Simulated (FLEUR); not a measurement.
# Fe2Ge: parallel and opposed starts, part 2 of 2

Aim: find out whether Fe2Ge carries moments, and which collinear order costs least.

FLEUR MaX-R8.1; PBEsol; all-electron FLAPW, Dirac cores, scalar-relativistic bands.

So far. Step 2 (Run 1 (ferro ++++)): After 35 cycles the largest moment stands at 2.43 μB.

## Step 4: Order 3, typed as no spin polarisation

Without spin polarisation no moment can form, so the difference from the other runs is what forming moments gains.

The input, inp.xml:

```
<?xml version="1.0" encoding="UTF-8" standalone="no"?>
<fleurInput fleurInputVersion="0.39">
   <comment>
      Fe2Ge
   </comment>
   <calculationSetup>
      <cutoffs Kmax="3.73" Gmax="11.2" GmaxXC="11.2" numbands="0"/>
      <scfLoop itmax="90" minDistance="0.00002" maxIterBroyd="15" imix="Anderson" alpha="0.05" precondParam="0.0" spinf="2.0" sdNocoIR="T"/>
      <coreElectrons ctail="T" frcor="F" kcrel="0" coretail_lmax="0"/>
      <xcFunctional name="PBEs" relativisticCorrections="F"/>
      <magnetism jspins="1"/>
      <soc l_soc="F" theta="0.0" phi="0.0" spav="F"/>
      <expertModes spex="0" secvar="F"/>
      <geometryOptimization l_f="F" forcealpha="1.0" forcemix="BFGS" epsdisp="0.00001" epsforce="0.00001"/>
      <ldaU l_linMix="F" mixParam="0.05" spinf="1.0"/>
   </calculationSetup>
   <cell>
      <bzIntegration valenceElectrons="92.0" mode="hist" fermiSmearingEnergy="0.00110248">
         <kPointListSelection listName="default-1"/>
         <xi:include xmlns:xi="http://www.w3.org/2001/XInclude" href="kpts.xml"> </xi:include>
      </bzIntegration>
      <xi:include xmlns:xi="http://www.w3.org/2001/XInclude" href="sym.xml"> </xi:include>
      <bulkLattice scale="1.0">
         <bravaisMatrix>
            <row-1>    7.8099888922488185    -0.0000000000188973     0.0000000000000000</row-1>
            <row-2>   -3.9049944461055119     6.7636487839557873     0.0000000000000000</row-2>
            <row-3>    0.0000000000000000     0.0000000000000000     9.4651695060424998</row-3>
         </bravaisMatrix>
      </bulkLattice>
   </cell>
   <atomSpecies>
      <species name="Iron (Fe)" element="Fe" atomicNumber="26">
         <mtSphere radius="2.2" gridPoints="727" logIncrement="0.017"/>
         <atomicCutoffs lmax="8" lnonsphr="6"/>
         <electronConfig flipSpins="F">
            <coreConfig>(1s1/2) (2s1/2) (2p1/2) (2p3/2)</coreConfig>
            <valenceConfig>(3s1/2) (3p1/2) (3p3/2) (4s1/2) (3d3/2) (3d5/2)</valenceConfig>
            <stateOccupation state="(3d3/2)" spinUp="1.200000" spinDown="1.200000"/>
            <stateOccupation state="(3d5/2)" spinUp="1.800000" spinDown="1.800000"/>
         </electronConfig>
         <energyParameters s="4" p="4" d="3" f="4"/>
         <lo type="SCLO" l="0" n="3" eDeriv="0"/>
         <lo type="SCLO" l="1" n="3" eDeriv="0"/>
      </species>
      <species name="Germanium (Ge)" element="Ge" atomicNumber="32">
         <mtSphere radius="2.2" gridPoints="727" logIncrement="0.017"/>
         <atomicCutoffs lmax="8" lnonsphr="6"/>
         <electronConfig flipSpins="F">
            <coreConfig>(1s1/2) (2s1/2) (2p1/2) (2p3/2) (3s1/2) (3p1/2) (3p3/2)</coreConfig>
            <valenceConfig>(4s1/2) (3d3/2) (3d5/2) (4p1/2) (4p3/2)</valenceConfig>
            <stateOccupation state="(4p1/2)" spinUp="0.333333" spinDown="0.333333"/>
            <stateOccupation state="(4p3/2)" spinUp="0.666667" spinDown="0.666667"/>
         </electronConfig>
         <energyParameters s="4" p="4" d="3" f="4"/>
      </species>
   </atomSpecies>
   <atomGroups>
      <atomGroup species="Iron (Fe)">
         <relPos label="                   1">.0000000000 .0000000000 .0000000000</relPos>
         <relPos label="                   2">.0000000000 .0000000000 1.000/2.000</relPos>
         <force calculate="T" relaxXYZ="TTT"/>
      </atomGroup>
      <atomGroup species="Iron (Fe)">
         <relPos label="                   3">-1.000/3.000 1.000/3.000 -1.000/4.000</relPos>
         <relPos label="                   4">1.000/3.000 -1.000/3.000 1.000/4.000</relPos>
         <force calculate="T" relaxXYZ="TTT"/>
      </atomGroup>
      <atomGroup species="Germanium (Ge)">
         <relPos label="                   5">-1.000/3.000 1.000/3.000 1.000/4.000</relPos>
         <relPos label="                   6">1.000/3.000 -1.000/3.000 -1.000/4.000</relPos>
         <force calculate="T" relaxXYZ="TTT"/>
      </atomGroup>
   </atomGroups>
   <output dos="F" band="F" slice="F">
      <bandDOS minEnergy="-.5*Htr" maxEnergy="0.5*Htr" sigma="0.015" storeEVData="T"/>
      <plotting iplot="0" polar="F">
         <plot TwoD="T" vec1="  1.0  0.0  0.0" vec2="  0.0  1.0  0.0" vec3="  0.0  0.0  1.0" zero="  0.0  0.0  0.0" file="plot"/>
      </plotting>
      <moessbauerParams electricFieldGradient="F" isomerShift="F" coreHyperfine="F" valenceHyperfine="F"/>
   </output>
</fleurInput>
```

The input, crystal.txt:

```
Fe2Ge
&input film=F cartesian=F /
4.13286813924  -0.00000000001  0.00000000000
-2.06643406961  3.57916879907  0.00000000000
0.00000000000  0.00000000000  5.00875200000
1.8897261246
1.0 1.0 1.0

6
26 0.00000000000  0.00000000000  0.00000000000
26 0.00000000000  0.00000000000  0.50000000000
26 0.66666666667  0.33333333333  0.75000000000
26 0.33333333333  0.66666666667  0.25000000000
32 0.66666666667  0.33333333333  0.25000000000
32 0.33333333333  0.66666666667  0.75000000000

&kpt div1=8 div2=8 div3=8 gamma=T /
```

Command:

```sh
$ OMP_NUM_THREADS=1 inpgen -f crystal.txt > inpgen.log  # inp.xml is then edited as shown
$ OMP_NUM_THREADS=1 mpirun -n 4 fleur_MPI > fleur.log
```

The log of the run:

```text
[banner, memory and clock lines left out]
Welcome to FLEUR        (www.flapw.de)
      MaX-Release 8.1          (www.max-centre.eu)

 ========== k-point set info ==========
 Selected k-point list: default-1
 k-point list type: mesh
 0 x 0 x 0
 Number of k points: 52

 [... set-up left out ...]
 Iteration:     1   Distance:      15.50129900 me/bohr^3
 Iteration:     2   Distance:      14.18147697 me/bohr^3
 Iteration:     3   Distance:      10.13275597 me/bohr^3
 Iteration:     4   Distance:       7.70238911 me/bohr^3
 Iteration:     5   Distance:       4.34683851 me/bohr^3
[...]
<FermiEnergy value="0.3847079841" units="Htr"/>
         [... left out ...]
         <totalEnergy value="    -9281.6382831539" units="Htr">
            <sumOfEigenvalues value="    -5338.5519334412">
               <coreElectrons value="-5279.9211885369"/>
               <valenceElectrons value="-58.6307449043"/>
            </sumOfEigenvalues>
         [... left out ...]
            <freeEnergy value="-9281.6406009104"/>
            <extrapolationTo0K value="-9281.6394420321"/>
         </totalEnergy>
         <densityConvergence units="me/bohr^3">
            <chargeDensity spin="1" distance="0.0000066952"/>
         </densityConvergence>
      </iteration>
```

Elapsed: 37 s, on 4 MPI ranks of Arm Neoverse V1, shared host; peak memory 0.25 GiB; 2.5 min of CPU time.

Numbers from this step:

```yaml
free_energy: -252566.3074 eV
program_s_band_gap_on_this_mesh_in_a_metal_only_a_level_spacing: 0.002623 eV
final_state: non-magnetic (no spin polarisation)
```

It lies 321 meV a seeded atom over the first start.

## Step 5: Energies of the orders

Free energies are divided by the number of seeded atoms.

Orders:

| start | final state | typed order kept | energy over the lowest (meV a seeded atom) | largest sphere moment (μB) | net moment (μB a primitive cell) | mesh matched | CPU time (s) |
| --- | --- | --- | --- | --- | --- | --- | --- |
| ferro ++++ | ferromagnetic, with opposed induced moments | yes | 0 | 2.43 | 7.666 | yes | 418.8 |
| no spin polarisation | non-magnetic | - | 320.6 | 0 | 0 | yes | 148.6 |

## Step 6: Outcome

```
lower run                          : with moments
largest site spin moment           : 2.43 μB
next finished state                : non-magnetic, 321 meV a seeded atom higher
energy gained by spin polarisation : 321 meV a seeded atom
```

No opposed order could be compared. The parallel start holds moments up to 2.43 μB. 1 start gave no converged result and is missing from the ranking; a lower order may hide there. No antiferromagnetic order was obtained, so the session says nothing on how the moments order.

[Logs and program files are shortened in this print: banners, set-up blocks, solver, clock and traceback lines can be left out without a mark of their own.]

[Logs are printed without paths, hosts, clocks, repeated set-up lines and the standing remarks that a program may print on its own settings, such as how far it seeks lower states.]

[Hosts, paths, dates, database ids (printed as entryN), source tags and the programs' standing remarks are cut or masked in the printed files.]

[Where a cell is said to come from a database of computed structures, the database is the Materials Project.]
